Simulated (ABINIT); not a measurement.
**CaO (Fm-3m): refractive index against wavelength**

The refractive index of CaO (Fm-3m) below the direct gap (4.04 eV on the mesh) is read from one computed spectrum, n = √(Re ε).

Cell: a, b, c = 3.403, 3.403, 3.403 Å (primitive vectors), 2 atoms.

Method: ABINIT 10.8.3, PBE, independent particles, k-mesh 12×12×12, Lorentzian half width 0.05 eV.

Launch of the response step: `optic optic.abi`. The run took 65 s, its band step included, on 4 threads of AMD EPYC 7R43 64-Core Processor (Zen 3) (shared host).

| wavelength (nm) | photon energy E (eV) | n |
| --- | --- | --- |
| 1310 | 0.946 | 1.9751 |
| 1064 | 1.165 | 1.9809 |
| 850 | 1.459 | 1.9909 |
| 700 | 1.771 | 2.0046 |
| 633 | 1.959 | 2.0146 |
| 532 | 2.331 | 2.0390 |
| 450 | 2.755 | ? |

In the single-oscillator model n² − 1 = E₀E_d/(E₀² − E²), so 1/(n² − 1) = E₀/E_d − E²/(E₀E_d) is linear in E².

Working, on the rows shown:

| x = E² (eV²) | y = 1/(n² − 1) |
| --- | --- |
| 0.895757 | 0.344706 |
| 1.35784 | 0.342001 |
| 2.12762 | 0.337418 |
| 3.13716 | 0.331299 |
| 3.83641 | 0.326946 |
| 5.43137 | 0.316704 |

Means: x̄ = 2.7977, ȳ = 0.33318. Σ(x − x̄)(y − ȳ) = -0.08797, Σ(x − x̄)² = 14.27. Slope = -0.08797 / 14.27 = -0.006165; intercept = ȳ − slope · x̄ = 0.35043. Turned back into n, the line misses the rows shown by at most 0.00058.

Problem. Predict the last column of the withheld row from the fit.

Solution. At x = 7.5912 the line gives y = 0.30363, that is 2.0721. The run gave 2.0765, so the extrapolation is off by 0.0044, 4 % of the range in the table.

Refitted with all rows, the slope is -0.006368 and the intercept 0.35089. These give E₀ = √(intercept/−slope) = 7.42 eV and E_d = E₀/intercept = 21.2 eV; E₀ is 1.8 times the direct gap. The electronic limit at long wavelengths, without lattice vibrations, is n = √(1 + 1/intercept) = 1.962. Excitons are left out and so are local fields; PBE gaps are as a rule too small. The values come from a sum over the points of one k-mesh and carry its error, which grows as the direct gap shrinks.
